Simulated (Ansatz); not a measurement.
# BaTiO3 (Barioperovskite): a band-gap study from LDA to G0W0 at the band limit, part 2 of 2

Wanted: the gap of BaTiO3 (Barioperovskite) by functionals, hybrids and G0W0, carried to the basis limit, with what remains uncertain.

Ansatz 0.2.0; density functionals, hybrids, G0W0, plane waves, PAW. Known limits of the many-body steps: not at the basis limit; no spin-orbit coupling.

So far. Step 4 (HSE06): The gap stands +1.48 eV against LDA. Step 5 (HSE06+SOC): The gap stands −0.01 eV against HSE06.

In doubt: masses and optical values from hybrid runs of this build are listed as unsure (steps 9, 10), which bears on the screening that GW takes from such a start; the elements are of a kind flagged for part-filled d or f shells, though by formal charges that shell is empty here, so the flag may not apply.

## Step 6: G0W0, 6×6×6 mesh, 168 empty bands, screening to 110 eV, hard PAW files

G0W0 replaces the xc potential by the self-energy, built once from these orbitals. Only a window of levels is corrected, while the sums run over the empty bands that the input names. This step takes hard PAW files.

This step: G0W0 on LDA, plane waves, PAW.

Contents of input.yaml:

```yaml
crystal:
  lattice:
    - [3.9855, 0.0, 0.0]
    - [0.0, 2.8369, 2.84515]
    - [0.0, -2.8369, 2.84515]
  atoms:
    - { symbol: Ba, position: [0.0, 0.0, 0.0] }
    - { symbol: Ti, position: [0.5, 0.5124, 0.5124] }
    - { symbol: O, position: [0.0, 0.4874, 0.4874] }
    - { symbol: O, position: [0.5, 0.50524, 0.99184] }
    - { symbol: O, position: [0.5, 0.99184, 0.50524] }
kpoints:
  mp_grid: { grid: [6, 6, 6] }
hamiltonian:
  xc: lda
  pseudopotentials: { kind: paw, source: ansatz }
scf:
  occupations: { method: fixed }
gw:
  n_empty_bands: 168
  ecut_chi: 110.0
  qp_bands: [v2, c2]
  qp_kpoints: band_edges
  screening: { model: contour_deformation }
```

Command:

```bash
$ ansatz run input.yaml --threads 4 --pin off --max-ram 138240MiB --backend cuda --events-out ev --progress --plain --runs-dir out --devices 1 --max-vram 26GiB
```

Numbers of over 12 decimals in the logs are rounded to 6 here.

What it wrote:

```text
GPUs: using 1 of 1 available (devices: 1).
[...]
GPU FFT provider: cuFFT
GPU libraries: cuBLAS 13.8.2, cuFFT 12.4.0, cuSOLVER 12.3.4
Crystal: 5 atoms, lattice volume = 64.337 Å³
Basis set: ecut = 930 eV, 4123 PW (Γ)
Bands: 25, of which v1, the nominal top of the filled ones, is band 20 counted from 1 (19 counted from 0)
Symmetry: 4 space group operations
[...]
k-points: 52 of 216 (time reversal used)
[...]
50    22     13.8379   -14.3324    -7.5118   -23.3315  0.6800    15.4208    15.3253  root
    51    19      9.8883   -25.7471     4.7565   -20.8967  0.7147     9.7942     9.7944  root
    51    20      9.8983   -25.7410     4.7479   -20.9020  0.7147     9.8070     9.8072  root
    51    21     14.0839   -14.6489    -7.6979   -23.8250  0.6699    15.6650    15.5621  root ?
    51    22     14.1260   -14.6780    -7.7753   -23.9302  0.6674    15.7093    15.6029  root ?
[key lines of the parts left out:]
SCF converged after 11 iterations
Free energy (F): -9890.327861 eV
Fermi energy:    9.898255 eV
```

Run time: 93 s. Hardware: 1 × NVIDIA H100 80GB HBM3 (shared by 3 runs) with 4 threads of AMD EPYC 7R13 (Zen 3), shared host; peak memory 2.1 GiB.

This step gave:

```
bands summed                                 : 188
RPA ε∞ on this mesh (eigenvalues)            : 6.216, 6.327, 6.446
plane waves in the screening matrix          : 171
G0W0 gap on the mesh                         : 3.421 eV
k of the valence top                         : -0.5, -0.5, -0.5
k of the conduction bottom                   : 0, 0, 0
starting gap on the mesh                     : 1.822 eV
least direct G0W0 gap on the computed points : 3.570 eV
```

The gap on the mesh goes from 1.82 eV to 3.42 eV, a correction of +1.60 eV. Between the two edge states, bare exchange in place of the xc potential would open the gap by 12.72 eV, and correlation takes back 11.12 eV.

## Step 7: G0W0, 6×6×6 mesh, 382 empty bands, screening to 190 eV, hard PAW files

Bands and screening cutoff are moved together, since each hides the error of the other.

Edit input.yaml of step 6 so:

```diff
@@ -19,4 +19,4 @@
 gw:
-  n_empty_bands: 168
-  ecut_chi: 110.0
+  n_empty_bands: 382
+  ecut_chi: 190.0
   qp_bands: [v2, c2]
```

What it wrote:

```text
GPUs: using 1 of 1 available (devices: 1).
[...]
GPU FFT provider: cuFFT
GPU libraries: cuBLAS 13.8.2, cuFFT 12.4.0, cuSOLVER 12.3.4
Crystal: 5 atoms, lattice volume = 64.337 Å³
Basis set: ecut = 930 eV, 4123 PW (Γ)
Bands: 25, of which v1, the nominal top of the filled ones, is band 20 counted from 1 (19 counted from 0)
Symmetry: 4 space group operations
[...]
k-points: 52 of 216 (time reversal used)
[...]
1    22     12.2498   -13.5469    -6.5125   -21.2734  0.7210    13.4979    13.4638  root
[...]
51    19      9.8883   -25.7471     4.4652   -20.8967  0.7092     9.4998     9.5031  root
    51    20      9.8983   -25.7410     4.4564   -20.9020  0.7091     9.5125     9.5157  root
    51    21     14.0839   -14.6489    -7.9862   -23.8250  0.6647    15.3364    15.2738  root
    51    22     14.1260   -14.6780    -8.0625   -23.9302  0.6623    15.3808    15.3157  root
[key lines of the parts left out:]
SCF converged after 11 iterations
Free energy (F): -9890.327861 eV
Fermi energy:    9.898255 eV
```

Wall time 3.8 min (1 × NVIDIA H100 80GB HBM3 (shared by 3 runs) with 4 threads); peak memory 4 GiB.

Numbers from this step:

- bands summed: 402
- RPA ε∞ on this mesh (eigenvalues): 6.194, 6.305, 6.423
- plane waves in the screening matrix: 389
- G0W0 gap on the mesh: 3.461 eV
- k of the valence top: -0.5, -0.5, -0.5
- k of the conduction bottom: 0, 0, 0
- starting gap on the mesh: 1.822 eV
- least direct G0W0 gap on the computed points: 3.630 eV

Against the run with 6×6×6 mesh, 168 empty bands, screening to 110 eV, hard PAW files, the gap moves by +0.04 eV.

## Step 8: G0W0, 6×6×6 mesh, 648 empty bands, screening to 270 eV, hard PAW files

Edit input.yaml of step 7 so:

```diff
@@ -19,4 +19,4 @@
 gw:
-  n_empty_bands: 382
-  ecut_chi: 190.0
+  n_empty_bands: 648
+  ecut_chi: 270.0
   qp_bands: [v2, c2]
```

What it wrote:

```text
GPUs: using 1 of 1 available (devices: 1).
[...]
GPU FFT provider: cuFFT
GPU libraries: cuBLAS 13.8.2, cuFFT 12.4.0, cuSOLVER 12.3.4
Crystal: 5 atoms, lattice volume = 64.337 Å³
Basis set: ecut = 930 eV, 4123 PW (Γ)
Bands: 25, of which v1, the nominal top of the filled ones, is band 20 counted from 1 (19 counted from 0)
Symmetry: 4 space group operations
[...]
k-points: 52 of 216 (time reversal used)
[...]
GPU buffer pool allocated for 91125 grid points (all kernels)
[...]
SCF iter   1: F=—  HF=-9892.498740 eV  |F-HF|=—  |Δ(HF+E_count)|=         —  Δρ=8.99e-2  dr2=6.92e0  ethr=3.10e-3  ⟨swp⟩=4.1  Hψ=5162  notcnv=0  defer=78
[...]
SCF iter  11: F=-9890.327861 eV  HF=-9890.327861 eV  |F-HF|=3.42e-10  |Δ(HF+E_count)|=   3.10e-8  Δρ=1.52e-6  dr2=5.76e-10  ethr=2.50e-10  ⟨swp⟩=9.8  Hψ=5289  notcnv=0
SCF 1 converged in 11 iterations: F = -9890.327861 eV  dr2 = 5.76e-10
[...]
G₀W₀ screening: q 1/52
[... further progress lines ...]
[...]
SCF converged after 11 iterations
Free energy (F): -9890.327861 eV
[...]
Internal energy: -9890.327861 eV  (E = F + TS)
E sigma→0 (E₀):  -9890.327861 eV
Fermi energy:    9.898255 eV
[...]
--- Band table (eV; the first three rows and the last of 52) ---
  k-point 0: bands = [... 16 lower, 8.7693, 9.5762, 9.6865, 9.7322, 11.7200, 11.7834, 11.9476, 14.0043, ... 1 higher]
  k-point 1: bands = [... 16 lower, 8.6122, 9.1142, 9.4378, 9.5617, 11.8417, 12.2498, 12.3233, 14.0393, ... 1 higher]
  k-point 2: bands = [... 16 lower, 8.2586, 8.3554, 9.2080, 9.2998, 11.9155, 13.0640, 13.1067, 14.0389, ... 1 higher]
  k-point 51: bands = [... 16 lower, 7.5566, 9.8500, 9.8883, 9.8983, 14.0839, 14.1260, 14.1374, 16.5574, ... 1 higher]
[...]
0    19      9.6865   -25.8098     3.8525   -21.4055  0.7176     9.1286     9.1349  root
     0    20      9.7322   -25.9088     3.9044   -21.4463  0.7178     9.1677     9.1741  root
     0    21     11.7200   -12.6481    -6.7484   -20.5265  0.7312    12.8760    12.8499  root
     0    22     11.7834   -12.7710    -6.6455   -20.5334  0.7305    12.9258    12.9003  root
     1    19      9.4378   -25.2097     3.6155   -21.0823  0.7158     8.9203     8.9259  root
     1    20      9.5617   -25.6710     3.8558   -21.2699  0.7166     9.0102     9.0165  root
     1    21     11.8417   -12.9634    -6.6936   -20.7728  0.7283    12.9832    12.9574  root
     1    22     12.2498   -13.5469    -6.6501   -21.2734  0.7192    13.3522    13.3262  root
     2    19      9.2080   -25.3083     3.8240   -20.9443  0.7136     8.6614     8.6680  root
     2    20      9.2998   -25.6272     3.9911   -21.0729  0.7142     8.7294     8.7366  root
     2    21     11.9155   -13.0960    -6.7977   -21.0231  0.7255    13.0721    13.0449  root
     2    22     13.0640   -14.3859    -7.1134   -22.5562  0.6959    14.1542    14.1210  root
     3    19      9.1073   -25.3877     3.9338   -20.8966  0.7128     8.5428     8.5500  root
     3    20      9.1881   -25.6738     4.0865   -21.0080  0.7134     8.6012     8.6089  root
     3    21     11.9480   -13.1515    -6.8622   -21.1520  0.7240    13.1143    13.0862  root
     3    22     13.4440   -14.7001    -7.4492   -23.2009  0.6827    14.5337    14.4955  root
     4    19      9.2351   -24.9693     3.5542   -20.9168  0.7151     8.7314     8.7369  root
     4    20      9.4400   -25.4745     3.9679   -20.9673  0.7105     8.8940     8.9008  root
     4    21     12.3015   -13.7624    -6.7087   -21.5474  0.7158    13.4045    13.3779  root
     4    22     12.3485   -13.7218    -6.6506   -21.4417  0.7177    13.4438    13.4178  root
     8    19      9.2646   -25.0588     3.5884   -20.9683  0.7150     8.7570     8.7625  root
     8    20      9.4169   -25.4542     3.9680   -20.9499  0.7101     8.8740     8.8807  root
     8    21     12.1813   -13.3888    -6.7621   -21.2477  0.7201    13.3051    13.2782  root
     8    22     12.4549   -14.0060    -6.6434   -21.7060  0.7138    13.5377    13.5115  root
[...]
50    19      9.5593   -25.2381     4.2924   -20.3873  0.7047     8.9933     9.0010  root
    50    20      9.6808   -25.4422     4.3037   -20.5894  0.7048     9.1246     9.1318  root
    50    21     13.7008   -14.5390    -7.7159   -23.3024  0.6767    14.7893    14.7483  root
    50    22     13.8379   -14.3324    -7.9464   -23.3315  0.6726    14.9340    14.8906  root
    51    19      9.8883   -25.7471     4.3011   -20.8967  0.7068     9.3322     9.3390  root
    51    20      9.8983   -25.7410     4.2924   -20.9020  0.7066     9.3450     9.3517  root
    51    21     14.0839   -14.6489    -8.1399   -23.8250  0.6623    15.1659    15.1201  root
    51    22     14.1260   -14.6780    -8.2163   -23.9302  0.6598    15.2095    15.1619  root
```

It took 8.3 min on 1 × NVIDIA H100 80GB HBM3 (shared by 3 runs) with 4 threads; peak memory 7.4 GiB; 16 min of CPU time.

Numbers from this step:

```
bands summed                                 : 668
RPA ε∞ on this mesh (eigenvalues)            : 6.188, 6.299, 6.418
plane waves in the screening matrix          : 623
q-points in the mesh                         : 216
G0W0 gap on the mesh                         : 3.498 eV
k of the valence top                         : -0.5, -0.5, -0.5
k of the conduction bottom                   : 0, 0, 0
starting gap on the mesh                     : 1.822 eV
Z at the valence top                         : 0.7066
Z at the conduction bottom                   : 0.7312
least direct G0W0 gap on the computed points : 3.676 eV
```

Against the run with 6×6×6 mesh, 382 empty bands, screening to 190 eV, hard PAW files, the gap moves by +0.04 eV.

Limits: finite bands, cutoff and mesh; no spin-orbit coupling. v1 is the top filled band, c1 the lowest empty one. The levels before and after the correction (eV, zero at the valence-band top of each column):

```
           conduction bottom  valence top
Kohn-Sham               1.82         0.00
     G0W0               3.50         0.00
```

```csv
,level,occupation,energy (eV)
Kohn-Sham,Γ v2,2,-0.212
Kohn-Sham,Γ v1,2,-0.166
Kohn-Sham,Γ c1,0,1.822
Kohn-Sham,Γ c2,0,1.885
Kohn-Sham,(-0.5 -0.5 -0.5) v2,2,-0.010
Kohn-Sham,(-0.5 -0.5 -0.5) v1,2,0.000
Kohn-Sham,(-0.5 -0.5 -0.5) c1,0,4.186
Kohn-Sham,(-0.5 -0.5 -0.5) c2,0,4.228
G0W0,Γ v2,2,-0.217
G0W0,Γ v1,2,-0.178
G0W0,Γ c1,0,3.498
G0W0,Γ c2,0,3.549
G0W0,(-0.5 -0.5 -0.5) v2,2,-0.013
G0W0,(-0.5 -0.5 -0.5) v1,2,0.000
G0W0,(-0.5 -0.5 -0.5) c1,0,5.768
G0W0,(-0.5 -0.5 -0.5) c2,0,5.810
```

How the two edges are built up, in eV (the quasiparticle level is the starting level plus Σx plus Σc less Vxc):

```csv
run,edge,start,Σx,Σc,Vxc,Z,QP
188 bands,valence top,9.90,-25.74,4.75,-20.90,0.71,9.81
188 bands,conduction bottom,11.72,-12.65,-6.37,-20.53,0.74,13.23
402 bands,valence top,9.90,-25.74,4.46,-20.90,0.71,9.52
402 bands,conduction bottom,11.72,-12.65,-6.62,-20.53,0.73,12.98
668 bands,valence top,9.90,-25.74,4.29,-20.90,0.71,9.35
668 bands,conduction bottom,11.72,-12.65,-6.75,-20.53,0.73,12.85
```

## Step 9: G0W0@HSE06, 6×6×6 mesh, 382 empty bands, screening to 190 eV, hard PAW files

The same correction from a different start measures what one shot leaves open. Bands and cutoff differ from the step before, so it is read against an earlier run that matches them.

This step: G0W0 on HSE06, plane waves, PAW.

Edit input.yaml of step 8 so:

```diff
@@ -14,3 +14,3 @@
 hamiltonian:
-  xc: lda
+  xc: hse06
   pseudopotentials: { kind: paw, source: ansatz }
@@ -19,4 +19,4 @@
 gw:
-  n_empty_bands: 648
-  ecut_chi: 270.0
+  n_empty_bands: 382
+  ecut_chi: 190.0
   qp_bands: [v2, c2]
```

What it wrote:

```text
GPUs: using 1 of 1 available (devices: 1).
[...]
GPU FFT provider: cuFFT
GPU libraries: cuBLAS 13.8.2, cuFFT 12.4.0, cuSOLVER 12.3.4
Crystal: 5 atoms, lattice volume = 64.337 Å³
Basis set: ecut = 930 eV, 4123 PW (Γ)
Bands: 25, of which v1, the nominal top of the filled ones, is band 20 counted from 1 (19 counted from 0)
Symmetry: 4 space group operations
[...]
k-points: 52 of 216 (time reversal used)
[...]
1    21     12.6897   -12.2637    -6.1484   -18.8532  0.7709    13.1331    13.1308  root
     1    22     13.1069   -12.7699    -6.1384   -19.3590  0.7641    13.5602    13.5576  root
[...]
51    19      9.2457   -25.9156     4.1254   -21.8917  0.7559     9.3471     9.3473  root
    51    20      9.2589   -25.9122     4.1204   -21.8942  0.7559     9.3613     9.3615  root
    51    21     15.1568   -14.1423    -7.2355   -21.7716  0.7183    15.5537    15.5505  root
    51    22     15.2093   -14.1850    -7.2965   -21.8735  0.7161    15.6045    15.6013  root
[key lines of the parts left out:]
Free energy (F): -10148.540739 eV
Fermi energy:    9.258926 eV
```

Wall time 6 min (1 × NVIDIA H100 80GB HBM3 (shared by 3 runs) with 4 threads); peak memory 4.9 GiB; 9.7 min of CPU time.

Numbers from this step:

```
bands summed                                 : 402
RPA ε∞ on this mesh (eigenvalues)            : 4.500, 4.556, 4.603
plane waves in the screening matrix          : 389
G0W0 gap on the mesh                         : 3.645 eV
k of the valence top                         : -0.5, -0.5, -0.5
k of the conduction bottom                   : 0, 0, 0
starting gap on the mesh                     : 3.312 eV
least direct G0W0 gap on the computed points : 3.849 eV
```

Against the run with 6×6×6 mesh, 382 empty bands, screening to 190 eV, hard PAW files on LDA, the gap moves by +0.18 eV, while the start moved by +1.49 eV.

## Step 10: G0W0@PBE0, 6×6×6 mesh, 382 empty bands, screening to 190 eV, hard PAW files

This step: G0W0 on PBE0, plane waves, PAW.

Edit input.yaml of step 9 so:

```diff
@@ -14,3 +14,3 @@
 hamiltonian:
-  xc: hse06
+  xc: pbe0
   pseudopotentials: { kind: paw, source: ansatz }
```

What it wrote:

```text
GPUs: using 1 of 1 available (devices: 1).
[...]
GPU FFT provider: cuFFT
GPU libraries: cuBLAS 13.8.2, cuFFT 12.4.0, cuSOLVER 12.3.4
Crystal: 5 atoms, lattice volume = 64.337 Å³
Basis set: ecut = 930 eV, 4123 PW (Γ)
Bands: 25, of which v1, the nominal top of the filled ones, is band 20 counted from 1 (19 counted from 0)
Symmetry: 4 space group operations
[...]
k-points: 52 of 216 (time reversal used)
[...]
1    21     13.0447   -12.2398    -6.0059   -18.4618  0.7844    13.2613    13.2608  root
     1    22     13.4710   -12.7401    -5.9951   -18.9569  0.7783    13.6932    13.6927  root
[...]
51    19      8.8548   -25.9211     3.9806   -22.2962  0.7702     9.2093     9.2106  root
    51    20      8.8679   -25.9175     3.9758   -22.2988  0.7702     9.2236     9.2250  root
    51    21     15.5468   -14.1342    -7.0278   -21.3538  0.7372    15.7391    15.7385  root
    51    22     15.6001   -14.1786    -7.0868   -21.4572  0.7352    15.7925    15.7919  root
[key lines of the parts left out:]
Free energy (F): -10148.037028 eV
Fermi energy:    8.867906 eV
```

Run time: 6.4 min. Hardware: 1 × NVIDIA H100 80GB HBM3 (shared by 3 runs) with 4 threads; peak memory 4.7 GiB.

Numbers from this step:

```yaml
bands_summed: 402
rpa_eps_infinity_on_this_mesh_eigenvalues: 4.199, 4.246, 4.284
plane_waves_in_the_screening_matrix: 389
g0w0_gap_on_the_mesh: 3.910 eV
k_of_the_valence_top: -0.5, -0.5, -0.5
k_of_the_conduction_bottom: 0, 0, 0
starting_gap_on_the_mesh: 4.056 eV
least_direct_g0w0_gap_on_the_computed_points: 4.106 eV
```

Against the run with 6×6×6 mesh, 382 empty bands, screening to 190 eV, hard PAW files on HSE06, the gap moves by +0.27 eV, while the start moved by +0.74 eV.

## Step 11: The ladder

Times are wall times on 1 × NVIDIA H100 80GB HBM3 (shared by 3 runs) with 4 threads of AMD EPYC 7R13 (Zen 3), shared host, good to a factor of about two. G0W0 rows are gaps on the mesh, lowered by the amount that the mesh misses the start's edges, a rough step that assumes the same correction there.

| level | gap (eV) | least direct gap (eV) | time |
| --- | --- | --- | --- |
| LDA | 1.83 | 1.99 | 7.5 s |
| LDA+SOC | 1.83 | 1.95 | 19 s |
| HSE06 | 3.31 | 3.47 | 23 s |
| HSE06+SOC | 3.31 | 3.43 | 52 s |
| G0W0@LDA (168 empty bands, hard PAW) | 3.42 | - | 93 s |
| G0W0@LDA (382 empty bands, hard PAW) | 3.46 | - | 3.8 min |
| G0W0@LDA (648 empty bands, hard PAW) | 3.50 | - | 8.3 min |
| G0W0@HSE06 (382 empty bands, hard PAW) | 3.64 | - | 6 min |
| G0W0@PBE0 (382 empty bands, hard PAW) | 3.91 | - | 6.4 min |

## Step 12: Adding up the best estimate

```
                                                                   term      eV  running total (eV)
                                             G0W0 on the mesh, top rung   3.498               3.498
to the limit, by a line in one over the bands through the two top rungs  +0.056               3.554
                                            spin-orbit change, from LDA  −0.004               3.550
```

Changes that are not added in, each against a run with equal bands and cutoff:

```csv
change,eV
start HSE06,+0.18
start PBE0,+0.45
```

## Step 13: Outcome

```
LDA gap                                        : 1.83 eV, indirect
HSE06                                          : 3.31 eV
G0W0, top rung on the mesh                     : 3.50 eV
best estimate, G0W0@LDA with spin-orbit change : 3.55 eV
GW settings of the top rung                    : 6×6×6 mesh, 648 empty bands, screening to 270 eV, hard PAW files
known limits                                   : one-shot GW, static lattice; one k mesh, untested
```

In words: The best estimate for G0W0@LDA is 3.55 eV, indirect by LDA+SOC, against 1.83 eV at the start (both with spin-orbit coupling). The pair of rungs below gives a limit −0.06 eV away. Of the changes left open the largest, +0.45 eV, comes from starting at PBE0. Among the functionals HSE06 comes nearest: −0.24 eV from the estimate. All runs took 28 min, 94 % of it in G0W0.

[Paths, hosts, dates, memory and timing lines, banners, echoed tables and standing remarks are left out of the program output.]

[Logs are printed without paths, hosts, clocks, repeated set-up lines and the standing remarks that a program may print on its own settings, such as how far it seeks lower states.]

[Runs of the session that timed out or met a known fault of the program may be left out.]

[Cells called generated may have been cut or substituted from an entry of the Crystallography Open Database or the Materials Project.]

[Hosts, paths, dates, database ids (printed as entryN), source tags and the programs' standing remarks are cut or masked in the printed files.]
